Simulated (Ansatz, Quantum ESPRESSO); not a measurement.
# ZnSe (Stilleite): from Born charge to LO-TO splitting

How high does the longitudinal optical mode of ZnSe (Stilleite) lie, given the transverse one, the Born charge and ε∞?

Main program and level: Quantum ESPRESSO 8.0 development, patched; DFT LDA, scalar-relativistic, plane waves, PseudoDojo norm-conserving pseudopotentials.

**1. The relaxed structure**

Symmetry: F-43m, No. 216, cubic system. The conventional cell has a = 5.566 Å, b = 5.566 Å, c = 5.566 Å, α = 90.00°, β = 90.00°, γ = 90.00°. Nearest to Zn lie 4 Se at 2.41 Å. Nearest to Se lie 4 Zn at 2.41 Å. Farther neighbours and most contacts between anions are not listed.

Coordinates:

```cif
data_structure
_symmetry_space_group_name_H-M 'P 1'
_symmetry_Int_Tables_number 1
_cell_length_a 3.9359
_cell_length_b 3.9359
_cell_length_c 3.9359
_cell_angle_alpha 60.000
_cell_angle_beta 60.000
_cell_angle_gamma 60.000
_cell_volume 43.11
loop_
_atom_site_label
_atom_site_type_symbol
_atom_site_fract_x
_atom_site_fract_y
_atom_site_fract_z
_atom_site_occupancy
Zn1 Zn 0.00000 0.00000 0.00000 1
Se2 Se 0.25000 0.25000 0.25000 1
```

This is the cell after its relaxation at this level of theory, not the database cell from which that began.

**2. What the response run gave**

A linear-response run on the relaxed cell, with the response to an electric field; only its zone-centre results are used. Cutoff 86 Ry, k mesh 12×12×12.

Log:

```text
[banners, grids, parts of the stress and lines that vanish by symmetry left out]
Program PHONON v.8.0dev
     Dynamical matrices for q-points given in input
     (   1q-points):
[...]
Exchange-correlation= PW
                           (   1   4   0   0   0   0   0)
[...]
kinetic-energy cut-off    =      86.0000  Ry
     charge density cut-off    =     344.0000  Ry
     convergence threshold     =      1.0E-18
[...]
Exchange-correlation= PW
                           (   1   4   0   0   0   0   0)
[...]
q = (   0.0000000   0.0000000   0.0000000 )
     25 Sym.Ops. (with q -> -q+G )
     G cutoff =  482.0427  (  31283 G-vectors)     FFT grid: ( 45, 45, 45)
     number of k points=    72
[...]
Mode symmetry, T_d (-43m)  point group:
[...]
Dielectric constant
[...]
End of electric fields calculation
          Dielectric constant in cartesian axis
          (       7.638005906      -0.000000000      -0.000000000 )
          (      -0.000000000       7.638005906      -0.000000000 )
          (      -0.000000000      -0.000000000       7.638005906 )
          Effective charges (d Force / dE) in cartesian axis without acoustic sum rule applied (asr)
           atom    1  Zn    Mean Z*:        1.96843
      Ex  (        1.96843        0.00000        0.00000 )
      Ey  (        0.00000        1.96843        0.00000 )
      Ez  (        0.00000        0.00000        1.96843 )
           atom    2  Se    Mean Z*:       -1.97298
      Ex  (       -1.97298        0.00000        0.00000 )
      Ey  (        0.00000       -1.97298        0.00000 )
      Ez  (        0.00000        0.00000       -1.97298 )
          Effective charges Sum: Mean:       -0.00454
[...]
Effective charges (d Force / dE) in cartesian axis with asr applied:
           atom    1  Zn    Mean Z*:        1.97071
[...]
atom    2  Se    Mean Z*:       -1.97071
[...]
Dielectric constant from finite-differences
          (       7.637762935      -0.000000000       0.000000000 )
          (      -0.000000000       7.637762935       0.000000000 )
          (       0.000000000       0.000000000       7.637762935 )
[...]
(      -0.000000000       0.000000000      -0.000000000 )
          (       0.000000000       0.000000000     -46.862356789 )
          (      -0.000000000     -46.862356789      -0.000000000 )
          (      -0.000000000       0.000000000     -46.862356789 )
          (       0.000000000       0.000000000      -0.000000000 )
          (     -46.862356789      -0.000000000       0.000000000 )
          (      -0.000000000     -46.862356789      -0.000000000 )
          (     -46.862356789       0.000000000       0.000000000 )
[...]
(      -0.000000000      -0.000000000      -0.000000000 )
          (      -0.173463148      -0.000000000      -0.000000000 )
          (       0.000000000      -0.173463148       0.000000000 )
          (      -0.173463148      -0.000000000       0.000000000 )
          (       0.000000000       0.000000000      -0.000000000 )
[...]
Representation #   1 modes #   1   2   3
[...]
End of self-consistent calculation
     Convergence has been achieved
     Representation #   2 modes #   4   5   6
[...]
End of self-consistent calculation
     Convergence has been achieved
[...]
Dielectric constant in cartesian axis
          (       7.638005906      -0.000000000      -0.000000000 )
          (      -0.000000000       7.638005906      -0.000000000 )
          (      -0.000000000      -0.000000000       7.638005906 )
          Effective charges (d Force / dE) in cartesian axis without acoustic sum rule applied (asr)
           atom    1  Zn    Mean Z*:        1.96843
      Ex  (        1.96843        0.00000        0.00000 )
      Ey  (        0.00000        1.96843        0.00000 )
      Ez  (        0.00000        0.00000        1.96843 )
           atom    2  Se    Mean Z*:       -1.97298
      Ex  (       -1.97298        0.00000        0.00000 )
      Ey  (        0.00000       -1.97298        0.00000 )
      Ez  (        0.00000        0.00000       -1.97298 )
          Effective charges Sum: Mean:       -0.00454
[...]
Effective charges (d Force / dE) in cartesian axis with asr applied:
           atom    1  Zn    Mean Z*:        1.97071
[...]
atom    2  Se    Mean Z*:       -1.97071
[...]
q = (    0.000000000   0.000000000   0.000000000 )
[...]
freq (    1) =      -0.033185 [THz] =      -1.106925 [cm-1]
     freq (    2) =      -0.033185 [THz] =      -1.106925 [cm-1]
     freq (    3) =      -0.033185 [THz] =      -1.106925 [cm-1]
     freq (    4) =       6.557355 [THz] =     218.729830 [cm-1]
     freq (    5) =       6.557355 [THz] =     218.729830 [cm-1]
     freq (    6) =       6.557355 [THz] =     218.729830 [cm-1]
[...]
Mode symmetry, T_d (-43m)  point group:
     freq (   1-   3) =         -1.1  [cm-1]   --> T_2  G_15 P_4   I+R
     freq (   4-   6) =        218.7  [cm-1]   --> T_2  G_15 P_4   I+R

   JOB DONE.
```

```
                       quantity   value
             cell volume Ω (Å³)  43.114
                 mass of Zn (u)  65.380
                 mass of Se (u)  78.971
     Born charge of Zn, raw (e)   1.968
     Born charge of Se, raw (e)  -1.973
                             ε∞   7.638
ω(TO) after the sum rule (cm⁻¹)   218.7
```

**3. The calculation**

The charges must sum to zero over the cell; taking off their mean, -0.002 e, leaves Z* = 1.971 e on Zn. In the polar mode Zn moves against Se, so the reduced mass is μ = 65.38 × 78.97 / 144.35 = 35.768 u.

A longitudinal wave builds up a field that adds to the restoring force: ω(LO)² = ω(TO)² + 4π Z*² / (μ Ω ε∞), in Hartree atomic units. With μ = 65201 electron masses and Ω = 290.95 bohr³ the second term is 3.3682e-07 Ha², or 16225 cm⁻² (1 Ha = 219474.6 cm⁻¹).

So ω(LO) = √(47843 + 16225) = 253.1 cm⁻¹, and by the Lyddane-Sachs-Teller relation ε₀ = ε∞ (ω(LO)/ω(TO))² = 10.23.

**4. Check against the program**

The analysis program adds the same non-analytic term to the full matrix, here for q along (1 0 0).

Log:

```text
[banner, memory and clock lines left out]
Program DYNMAT v.8.0dev

     Reading Dynamical Matrix from file g.dyn
     ...Force constants read
     ...epsilon and Z* read
     ...Raman cross sections read

     Polarizability (A^3 units)
     multiply by 0.311268 for Clausius-Mossotti correction (not under assume_isolated = 'mt')
        22.774368   -0.000000   -0.000000
        -0.000000   22.774368   -0.000000
        -0.000000   -0.000000   22.774368

     IR activities are in (D/A)^2/amu units
     Raman activities are in A^4/amu units
     multiply Raman by 0.009387 for Clausius-Mossotti correction (not under assume_isolated = 'mt')

# mode   [cm-1]    [THz]      IR          Raman   depol.fact
    1     -0.00   -0.0000    0.0000         0.0000    0.7500
    2     -0.00   -0.0000    0.0000         0.0000    0.7500
    3      0.00    0.0000    0.0000         0.0000    0.7500
    4    218.73    6.5574    2.5051         0.7340    0.7500
    5    218.73    6.5574    2.5051         0.7340    0.7500
    6    253.12    7.5882    2.5051         0.7340    0.7500
```

ε₀ comes from the program's run without a direction of q.

```
    quantity  by hand  program
ω(LO) (cm⁻¹)    253.1    253.1
          ε₀    10.23    10.23
```

**5. Results**

| Item | Value |
| --- | --- |
| TO mode | 218.7 cm⁻¹ |
| LO mode | 253.1 cm⁻¹ |
| static dielectric constant | 10.23 |

In words: The LO mode of ZnSe (Stilleite) lies at 253 cm⁻¹, 34 cm⁻¹ above the TO mode; the formula meets the program within 0.1 cm⁻¹, as it must for a cubic crystal with one polar mode. ω(LO)² − ω(TO)² goes with Z*²/ε∞: an error of 5 % in ε∞ would move the LO mode by 1.5 cm⁻¹, and semilocal functionals tend to overestimate ε∞. These are harmonic values at zero temperature, at the volume of this functional, for the structure held cubic; stability elsewhere in the zone is no part of this calculation.

[Host names and launcher messages were left out of these logs when they were recorded.]

[Logs are printed without paths, hosts, clocks, repeated set-up lines and the standing remarks that a program may print on its own settings, such as how far it seeks lower states.]

[Hosts, paths, dates, database ids (printed as entryN), source tags and the programs' standing remarks are cut or masked in the printed files.]
